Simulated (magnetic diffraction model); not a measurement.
# Which magnetic order? DyMoAs

Space group Pnma (no. 62), a = 6.7170 Å, b = 3.6580 Å, c = 9.1530 Å.

```
site  atom       x    y       z
  4c    Dy  0.7780  3/4  0.6589
  4c    Mo  0.9182  3/4  0.3473
  4c    As  0.9045  3/4  0.9587
```

This is a made-up structure (elements placed in a structure type, unrelaxed), so the numbers test the method and describe no known phase.

Only Dy is taken to order (form factors of Dy3+); orders and moment sizes are assumed, and not adapted to the symmetry. Radiation: neutrons of λ = 2.0775 Å (absorption by Dy left out), 2° to 60°; isotropic B of 0.38 Å² (Dy), 0.43 Å² (Mo) and 0.45 Å² (As). The intensities are simulated: I ∝ L Σ (|F_N|² + |F_M⊥|²) for unpolarised neutrons, with F_M = 2.695 fm/μB × Σ f(s) S exp(2πi Q·r) exp(−B s²) at Q = H ± k (one set where k and −k are equivalent), only the part normal to Q counting and L = 1/(sin²θ cos θ). For a modulated order the moment at position r is S exp(−2πi k·r) + c.c., with S = m/2 for a sine wave of amplitude m and S = m(u + iv)/2 for moments turning in a plane, u and v being orthogonal unit vectors in it; the phase factor of the sum at Q = H + k is then exp(2πi H·r). Form factors are spin-only for 3d ions and dipole or tabulated for f ions, scattering lengths are Sears's of 1992, and absorption is left out. A label names one of the reflections at its angle. The strongest nuclear line in the range is 100, and lines under 0.2 are left out.

Above the ordering temperature:

| 2θ (°) | index | I |
| --- | --- | --- |
| 26.24 | (0 0 2) | 2.6 |
| 31.88 | (1 0 2) | 28.9 |
| 35.61 | (0 1 1) | 24.4 |
| 36.03 | (2 0 0) | 11.1 |
| 38.47 | (2 0 1) | 0.6 |
| 40.08 | (1 1 1) | 19.4 |
| 43.92 | (1 0 3) | 23.7 |
| 45.12 | (2 0 2) | 8.1 |
| 46.54 | (1 1 2) | 8.3 |
| 49.65 | (2 1 0) | 38.6 |
| 51.56 | (2 1 1) | 56.1 |
| 52.63 | (0 1 3) | 3.2 |
| 53.99 | (0 0 4) | 9.0 |
| 54.77 | (2 0 3) | 1.4 |
| 56.01 | (1 1 3) | 100.0 |
| 57.06 | (3 0 1) | 0.9 |
| 57.31 | (1 0 4) | 17.9 |

Below it (cell unchanged):

```csv
2θ (°),I
18.32,131.8
19.83,2.8
21.81,74.2
24.99,2.2
26.24,2.6
28.28,13.6
30.71,35.7
31.88,28.9
34.18,10.7
35.61,24.4
35.72,8.9
36.03,11.1
37.13,1.0
37.54,9.9
38.00,1.7
38.47,0.6
38.79,37.0
40.08,19.4
40.28,1.0
41.83,34.9
42.51,19.4
43.92,23.7
44.00,0.2
45.12,8.1
46.54,8.3
48.05,16.3
49.04,22.4
49.18,8.4
49.41,0.2
49.65,38.6
50.51,7.4
51.28,2.3
51.56,56.1
52.58,0.8
52.63,3.2
52.71,9.9
```
(The table stops after 36 lines; 15 more lie at higher angle.)

**Question.** Find the propagation vector, then choose among these models:
A. moments turning in the plane of [001] and [100], 9.6 μB on Dy; signs + at (0.7780, 3/4, 0.6589), + at (0.7220, 1/4, 0.1589), − at (0.2780, 3/4, 0.8411), − at (0.2220, 1/4, 0.3411)
B. a sine wave with moments along [010] (amplitudes given), 9.6 μB on Dy; signs + at (0.7780, 3/4, 0.6589), + at (0.7220, 1/4, 0.1589), − at (0.2780, 3/4, 0.8411), − at (0.2220, 1/4, 0.3411)
C. moments turning in the plane of [100] and [010], 9.6 μB on Dy; signs + at (0.7780, 3/4, 0.6589), + at (0.7220, 1/4, 0.1589), − at (0.2780, 3/4, 0.8411), − at (0.2220, 1/4, 0.3411)
D. moments turning in the plane of [010] and [001], 9.6 μB on Dy; signs + at (0.7780, 3/4, 0.6589), + at (0.7220, 1/4, 0.1589), − at (0.2780, 3/4, 0.8411), − at (0.2220, 1/4, 0.3411)

The new lines index as (1 0 1/3) at 18.32°, (1 0 2/3) at 19.83°, (0 0 5/3) at 21.81° and (1 0 4/3) at 24.99°, that is as H ± k with k = (0 0 1/3). Satellites come in pairs about each point of the reciprocal lattice.

Magnetic intensity, observed (below minus above) and for each model:

| 2θ (°) | index | observed | A | B | C | D |
| --- | --- | --- | --- | --- | --- | --- |
| 18.32 | (1 0 1/3) | 131.8 | 124.7 | 124.7 | 131.8 | 242.4 |
| 21.81 | (0 0 5/3) | 74.2 | 37.1 | 37.1 | 74.2 | 37.1 |
| 30.71 | (0 0 7/3) | 35.7 | 17.9 | 17.9 | 35.7 | 17.9 |
| 34.18 | (0 1 2/3) | 10.7 | 19.3 | 0.7 | 10.7 | 10.0 |
| 37.54 | (0 1 4/3) | 9.9 | 14.4 | 1.8 | 9.9 | 8.1 |
| 38.79 | (1 1 2/3) | 37.0 | 60.8 | 9.4 | 37.0 | 42.8 |
| 41.83 | (1 1 4/3) | 34.9 | 48.3 | 10.9 | 34.9 | 35.1 |
| 49.04 | (0 1 8/3) | 22.4 | 21.4 | 7.8 | 22.4 | 14.6 |

Model C matches.

The structure used: k = (0 0 1/3), moments turning in the plane of [100] and [010], 9.6 μB on Dy; signs + at (0.7780, 3/4, 0.6589), + at (0.7220, 1/4, 0.1589), − at (0.2780, 3/4, 0.8411), − at (0.2220, 1/4, 0.3411).

[Logs are printed without paths, hosts, clocks, repeated set-up lines and the standing remarks that a program may print on its own settings, such as how far it seeks lower states.]
